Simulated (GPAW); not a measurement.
## ZnS (P6_3mc): refractive index against wavelength

The refractive index of ZnS (P6_3mc) along x below the direct gap (2.24 eV on the mesh) is read from one computed spectrum, n = √(Re ε). x, y and z are the Cartesian axes of the input cell.

Cell: a, b, c = 3.811, 3.811, 6.234 Å (primitive vectors), 4 atoms.

Method: GPAW 26.7.0, PBE, RPA, k-mesh 12×12×6, local fields up to 70 eV, Lorentzian half width 0.12 eV.

Launch of the response step: `OMP_NUM_THREADS=1 python df.py`. The run took 10.0 min, its band step included, on 1 thread of Arm Neoverse V1 (shared host).

| wavelength (nm) | photon energy E (eV) | n |
| --- | --- | --- |
| 3000 | 0.413 | 2.3487 |
| 2000 | 0.620 | 2.3555 |
| 1550 | 0.800 | 2.3639 |
| 1310 | 0.946 | 2.3725 |
| 1064 | 1.165 | 2.3887 |
| 850 | 1.459 | ? |

In the single-oscillator model n² − 1 = E₀E_d/(E₀² − E²), so 1/(n² − 1) = E₀/E_d − E²/(E₀E_d) is linear in E².

Working, on the rows shown:

| x = E² (eV²) | y = 1/(n² − 1) |
| --- | --- |
| 0.170801 | 0.221416 |
| 0.384302 | 0.219858 |
| 0.639837 | 0.217959 |
| 0.895757 | 0.216041 |
| 1.35784 | 0.2125 |

Means: x̄ = 0.68971, ȳ = 0.21755. Σ(x − x̄)(y − ȳ) = -0.006417, Σ(x − x̄)² = 0.8539. Slope = -0.006417 / 0.8539 = -0.007515; intercept = ȳ − slope · x̄ = 0.22274. Turned back into n, the line misses the rows shown by at most 0.00017.

Q: Fill in the last column of the withheld row.

A: At x = 2.1276 the line gives y = 0.20675, that is 2.4159. The run gave 2.4181, so the extrapolation is off by 0.0022, 3 % of the range in the table.

Refitted with all rows, the slope is -0.007722 and the intercept 0.22286. These give E₀ = √(intercept/−slope) = 5.37 eV and E_d = E₀/intercept = 24.1 eV; E₀ is 2.4 times the direct gap. The electronic limit at long wavelengths, without lattice vibrations, is n = √(1 + 1/intercept) = 2.342. The cell comes from an older database entry, whose edges can be off by a per cent or so. Excitons are left out; PBE gaps are as a rule too small. The values come from a sum over the points of one k-mesh and carry its error, which grows as the direct gap shrinks.
